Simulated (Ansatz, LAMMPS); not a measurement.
## Elastic response of amorphous 32Ga2O3-68GeO2 (mol %) (69 atoms)

How stiff is amorphous 32Ga2O3-68GeO2 (mol %) (69 atoms), and how do its levels respond to strain?

Calculated with Ansatz 0.2.0; Kohn-Sham DFT, PBE, PAW (set soft_1), plane waves.

## 1. Set-up

The cell holds 69 atoms: 12 Ga, 13 Ge and 44 O. Cell: a = 9.383 Å, b = 9.383 Å, c = 9.383 Å, α = 90.0°, β = 90.0°, γ = 90.0°. 69 atoms (12 Fe, 13 Ge, 44 O) placed at random at 4.74 g/cm³, melted at 5000 K for 10 ps at fixed volume with the Morse and Coulomb pair potential with partial charges (Pedone, Malavasi, Menziani, Cormack and Segre, J. Phys. Chem. B 110, 11780 (2006)). Quenched from 5000 K to 300 K at 20 K/ps and fixed volume, held 5 ps, then minimised at fixed cell. Then Fe was replaced by Ga and the cell scaled by 1.006 (the potential has no terms for the new elements, so the cell is a start for a DFT relaxation).

Limits known from the start: The quench rate of 20 K/ps far exceeds what a furnace or splat quench reaches, so expect more defects and frozen-in strain than in a real sample. The network of bonds at the start is that of the classical potential that made the cell, and needn't be the one that DFT or experiment would give. The Brillouin zone is sampled at Γ only.

## 2. Single point at the start

The forces at the start show how far the geometry lies from a minimum of this functional.

File input.yaml:

```yaml
crystal:
  lattice:
    - [9.38326, 0.0, 0.0]
    - [0.0, 9.38326, 0.0]
    - [0.0, 0.0, 9.38326]
  atoms:
    - { symbol: Ga, position: [0.31252, 0.1619, 0.84962] }
    - { symbol: Ga, position: [0.92661, 0.27167, 0.84763] }
    - { symbol: Ga, position: [0.78601, 0.81624, 0.55241] }
    - { symbol: Ga, position: [0.47655, 0.62189, 0.60724] }
    - { symbol: Ga, position: [0.72128, 0.40924, 0.64422] }
    - { symbol: Ga, position: [0.27881, 0.56842, 0.2507] }
    - { symbol: Ga, position: [0.02191, 0.92959, 0.74773] }
    - { symbol: Ga, position: [0.53118, 0.36889, 0.3343] }
    - { symbol: Ga, position: [0.26082, 0.49297, 0.87757] }
    - { symbol: Ga, position: [0.55032, 0.06316, 0.17907] }
    - { symbol: Ga, position: [0.83132, 0.92226, 0.1628] }
    - { symbol: Ga, position: [0.38547, 0.84465, 0.90543] }
    - { symbol: Ge, position: [0.06232, 0.71792, 0.04375] }
    - { symbol: Ge, position: [0.62201, 0.68794, 0.29383] }
    - { symbol: Ge, position: [0.91296, 0.57352, 0.33335] }
    - { symbol: Ge, position: [0.03247, 0.59687, 0.6842] }
    - { symbol: Ge, position: [0.06635, 0.33142, 0.15001] }
    - { symbol: Ge, position: [0.23967, 0.82869, 0.4954] }
    - { symbol: Ge, position: [0.68042, 0.02649, 0.84493] }
    - { symbol: Ge, position: [0.58921, 0.36591, 0.97413] }
    - { symbol: Ge, position: [0.91619, 0.13874, 0.4642] }
    - { symbol: Ge, position: [0.73249, 0.67929, 0.87815] }
    - { symbol: Ge, position: [0.19296, 0.99246, 0.16842] }
    - { symbol: Ge, position: [0.23206, 0.31824, 0.53848] }
    - { symbol: Ge, position: [0.49172, 0.07034, 0.56491] }
    - { symbol: O, position: [0.91503, 0.45205, 0.73947] }
    - { symbol: O, position: [0.93269, 0.97038, 0.54948] }
    - { symbol: O, position: [0.66485, 0.5964, 0.71738] }
    - { symbol: O, position: [0.08492, 0.20629, 0.51899] }
    - { symbol: O, position: [0.30254, 0.37297, 0.37495] }
    - { symbol: O, position: [0.52154, 0.12625, 0.38864] }
    - { symbol: O, position: [0.87045, 0.76583, 0.74772] }
    - { symbol: O, position: [0.85699, 0.07509, 0.3016] }
    - { symbol: O, position: [0.92529, 0.33837, 0.03656] }
    - { symbol: O, position: [0.20101, 0.91992, 0.33972] }
    - { symbol: O, position: [0.12476, 0.77172, 0.62862] }
    - { symbol: O, position: [0.8771, 0.06255, 0.82049] }
    - { symbol: O, position: [0.59346, 0.85297, 0.21274] }
    - { symbol: O, position: [0.8242, 0.76403, 0.31804] }
    - { symbol: O, position: [0.08855, 0.62688, 0.87588] }
    - { symbol: O, position: [0.05502, 0.64354, 0.22056] }
    - { symbol: O, position: [0.86294, 0.72504, 0.01879] }
    - { symbol: O, position: [0.25956, 0.74076, 0.0599] }
    - { symbol: O, position: [0.37808, 0.92307, 0.57044] }
    - { symbol: O, position: [0.41851, 0.36119, 0.89556] }
    - { symbol: O, position: [0.6909, 0.28556, 0.83566] }
    - { symbol: O, position: [0.93774, 0.60607, 0.51532] }
    - { symbol: O, position: [0.62306, 0.83302, 0.87786] }
    - { symbol: O, position: [0.65288, 0.53802, 0.9791] }
    - { symbol: O, position: [0.56004, 0.2837, 0.13905] }
    - { symbol: O, position: [0.13893, 0.26308, 0.84942] }
    - { symbol: O, position: [0.20291, 0.44622, 0.08839] }
    - { symbol: O, position: [0.30851, 0.66823, 0.44175] }
    - { symbol: O, position: [0.20871, 0.96722, 0.83752] }
    - { symbol: O, position: [0.60494, 0.7327, 0.47775] }
    - { symbol: O, position: [0.04454, 0.90592, 0.08927] }
    - { symbol: O, position: [0.99729, 0.40356, 0.30706] }
    - { symbol: O, position: [0.37987, 0.66155, 0.78811] }
    - { symbol: O, position: [0.651, 0.00339, 0.64084] }
    - { symbol: O, position: [0.73144, 0.52324, 0.31549] }
    - { symbol: O, position: [0.18837, 0.46907, 0.64504] }
    - { symbol: O, position: [0.49135, 0.06597, 0.84482] }
    - { symbol: O, position: [0.13588, 0.16635, 0.16956] }
    - { symbol: O, position: [0.36115, 0.01571, 0.09523] }
    - { symbol: O, position: [0.48141, 0.57412, 0.2407] }
    - { symbol: O, position: [0.70828, 0.04209, 0.0355] }
    - { symbol: O, position: [0.35883, 0.20161, 0.6207] }
    - { symbol: O, position: [0.79725, 0.25758, 0.5365] }
    - { symbol: O, position: [0.53885, 0.43126, 0.53477] }
kpoints:
  mp_grid: { grid: [1, 1, 1] }
hamiltonian:
  xc: pbe
  pseudopotentials: { kind: paw, azcp: { folder: soft_1 } }
scf:
  occupations: { method: fixed }
output:
  forces: true
```

Command:

```console
> ansatz run input.yaml --threads 4 --pin off --max-ram 8192MiB --backend cpu --events-out ev --progress --plain --runs-dir out
```

Numbers of over 12 decimals in the logs are rounded to 6 here.

The log of the run:

```text
Engine: ansatz 0.2.0, aarch64-unknown-linux-gnu
Pseudopotentials: kind: paw
Pseudopotential: Ga, paw, valence charge 13, recommended cutoff 420 eV (normal), soft_1/Ga.paw.azcp
Pseudopotential: Ge, paw, valence charge 14, recommended cutoff 420 eV (normal), soft_1/Ge.paw.azcp
Pseudopotential: O, paw, valence charge 6, recommended cutoff 420 eV (normal), soft_1/O.paw.azcp
[... 5 lines on functional and potentials left out ...]
Crystal: 69 atoms, lattice volume = 826.154 Å³
Basis set: ecut = 420 eV, 16135 PW (Γ), exchange–correlation on 128×128×128 points (8 copies of the dense FFT grid, shifted against one another)
Bands: 370, of which v1, the nominal top of the filled ones, is band 301 counted from 1 (300 counted from 0)
Symmetry: 1 space group operations
Space group: P1 (ITA 1), of the structure as read, at distance tolerance 9.4e-5 Å
k-points: 1
[... 7 lines on functional and potentials left out ...]
Initial density: superposition of atomic densities (chi_scale 0.1, normalization cell, long waves kept (reshape's long-wave potential 0.32 eV rms))
Initial wavefunctions: pseudopotential atomic-orbital guess
Functional: x = pbe(κ = 0.804, μ = 0.219515), c = pbe(β = 0.066725)
SCF iter   1: F=—  HF=-126207.311262 eV  |F-HF|=—  |Δ(HF+E_count)|=         —  Δρ=1.11e-1  dr2=5.78e1  ethr=3.10e-3  ⟨swp⟩=4.0  Hψ=1169  notcnv=0  defer=64
preconditioner: auto → Resta (q_TF=auto, 2.588 Å⁻¹)  ε∞=3.5  [insulator: Δε(μ)=1.538 eV  Ē_g=19.990 eV  n_scr=250 (ndim 8)  ℏωp=31.7 eV  f_vac=0.034  ε∞_Penn≈3.5]
SCF iter   2: F=—  HF=-126192.541494 eV  |F-HF|=—  |Δ(HF+E_count)|=    1.48e1  Δρ=4.94e-2  dr2=9.48e0  ethr=3.10e-3  ⟨swp⟩=2.0  Hψ=629  notcnv=0  defer=64
SCF iter   3: F=—  HF=-126189.782087 eV  |F-HF|=—  |Δ(HF+E_count)|=    2.76e0  Δρ=1.61e-2  dr2=1.79e0  ethr=1.58e-3  ⟨swp⟩=3.0  Hψ=563  notcnv=0  defer=63
SCF iter   4: F=—  HF=-126189.502659 eV  |F-HF|=—  |Δ(HF+E_count)|=   2.79e-1  Δρ=5.32e-3  dr2=1.95e-1  ethr=2.98e-4  ⟨swp⟩=2.0  Hψ=511  notcnv=0  defer=67
SCF iter   5: F=—  HF=-126189.549023 eV  |F-HF|=—  |Δ(HF+E_count)|=   4.64e-2  Δρ=3.27e-3  dr2=7.27e-2  ethr=3.24e-5  ⟨swp⟩=2.0  Hψ=648  notcnv=0  defer=67
SCF iter   6: F=—  HF=-126189.572501 eV  |F-HF|=—  |Δ(HF+E_count)|=   2.35e-2  Δρ=1.40e-3  dr2=1.46e-2  ethr=1.21e-5  ⟨swp⟩=2.0  Hψ=573  notcnv=0  defer=67
SCF iter   7: F=—  HF=-126189.571432 eV  |F-HF|=—  |Δ(HF+E_count)|=   1.07e-3  Δρ=2.94e-4  dr2=9.48e-4  ethr=2.42e-6  ⟨swp⟩=2.0  Hψ=612  notcnv=0  defer=67
SCF iter   8: F=—  HF=-126189.572715 eV  |F-HF|=—  |Δ(HF+E_count)|=   1.28e-3  Δρ=2.48e-4  dr2=4.79e-4  ethr=1.57e-7  ⟨swp⟩=2.0  Hψ=611  notcnv=0  defer=64
SCF iter   9: F=—  HF=-126189.572861 eV  |F-HF|=—  |Δ(HF+E_count)|=   1.46e-4  Δρ=7.19e-5  dr2=4.23e-5  ethr=7.96e-8  ⟨swp⟩=2.0  Hψ=610  notcnv=0  defer=61
SCF iter  10: F=—  HF=-126189.573666 eV  |F-HF|=—  |Δ(HF+E_count)|=   8.04e-4  Δρ=4.55e-5  dr2=1.52e-5  ethr=7.03e-9  ⟨swp⟩=2.0  Hψ=619  notcnv=0  defer=61
SCF iter  11: F=—  HF=-126189.573668 eV  |F-HF|=—  |Δ(HF+E_count)|=   2.70e-6  Δρ=1.80e-5  dr2=2.47e-6  ethr=2.52e-9  ⟨swp⟩=2.0  Hψ=610  notcnv=0  defer=61
SCF iter  12: F=—  HF=-126189.573670 eV  |F-HF|=—  |Δ(HF+E_count)|=   1.80e-6  Δρ=6.60e-6  dr2=3.69e-7  ethr=4.10e-10  ⟨swp⟩=2.0  Hψ=511  notcnv=0  defer=61
SCF iter  13: F=—  HF=-126189.573671 eV  |F-HF|=—  |Δ(HF+E_count)|=   3.44e-7  Δρ=3.78e-6  dr2=1.07e-7  ethr=1.66e-11  ⟨swp⟩=4.0  Hψ=1110  notcnv=0
SCF iter  14: F=-126189.573671 eV  HF=-126189.573671 eV  |F-HF|=4.76e-9  |Δ(HF+E_count)|=   2.99e-8  Δρ=9.98e-7  dr2=7.89e-9  ethr=1.66e-11  ⟨swp⟩=4.0  Hψ=998  notcnv=0
SCF 1 converged in 14 iterations: F = -126189.573671 eV  dr2 = 7.89e-9
  greatest PAW one-centre occupation: 0.999 electrons in one spin orbital (limit 2), on the Ge atom at site 12 (counted from 0), in its partial waves of l = 2
SCF converged after 14 iterations
Free energy (F): -126189.573671 eV
Harris-Foulkes:  -126189.573671 eV  (|F-HF|=4.76e-9)
Internal energy: -126189.573671 eV  (E = F + TS)
E sigma→0 (E₀):  -126189.573671 eV
Fermi energy:    6.609020 eV
--- Per-component energies (eV) ---
  E_band       = -3211.445592
  E_kinetic    = 9931.305692
  E_local      = -63479.519141  (includes V_loc(G=0)·N_el)
  E_nonlocal   = 4208.389585
  E_hartree    = 31286.391984
  E_xc         = -4768.153709
  E_vxc        = -5452.274526  (∫ρ·V_xc dr)
  E_paw        = -57473.851154  (= ΣΔE_a)
  E_vpaw       = -10992.161261  (= ΣTr[D̂ρ^β])
  E_aug_tail   = 0.031508  (compensation charges beyond the density's cutoff)
  E_ewald      = -45894.168435
  E_smearing   = -0.000000  (= −TS)
  E_closure    = -0.000000  (closes the sum)
  Σ components = -126189.573671   (vs F -126189.573671, Δ=0.00e0)
--- Forces (eV/Å), atoms counted from 1 ---
  atom   1  Ga    -0.96709861     0.12361452    -0.60156487
  atom   2  Ga     0.95873627     0.35404712     0.98353258
  atom   3  Ga     0.22537487    -0.16939453    -0.70763412
  atom   4  Ga     0.74405140    -0.15167645    -0.01122422
  atom   5  Ga     0.38362250     0.06502695     0.13810410
  atom   6  Ga    -0.42384696     0.09564858     0.07864116
  atom   7  Ga     0.07595556     0.26270627    -0.54275254
  atom   8  Ga    -0.59970644     0.60529070     0.55689634
  atom   9  Ga    -0.01433608    -0.17813154     0.15743018
  atom  10  Ga    -0.41865679    -0.79952481     0.38917958
  atom  11  Ga     0.00470824    -0.32076716     0.99655867
  atom  12  Ga    -1.05625592    -0.47421921    -0.29339400
  atom  13  Ge     0.02746503    -0.16067801     0.31098864
  atom  14  Ge     1.48578448     0.38412606     0.29883489
[...]
atom  68  O     -1.29427207     0.97608407     0.56520348
  atom  69  O      0.54656458     0.09624246     0.05650118
  max |Σ_I F_I| component: 8.57e-6 eV/Å
```

It took 9.2 s on 4 threads of Arm Neoverse V2, shared host; peak memory 1 GiB; 35 s of CPU time.

The r.m.s. force at the start is 0.85 eV/Å.

(Continued in part 2 of 3.)

[Logs are printed without paths, hosts, clocks, repeated set-up lines and the standing remarks that a program may print on its own settings, such as how far it seeks lower states.]

[Hosts, paths, dates, database ids (printed as entryN), source tags and the programs' standing remarks are cut or masked in the printed files.]
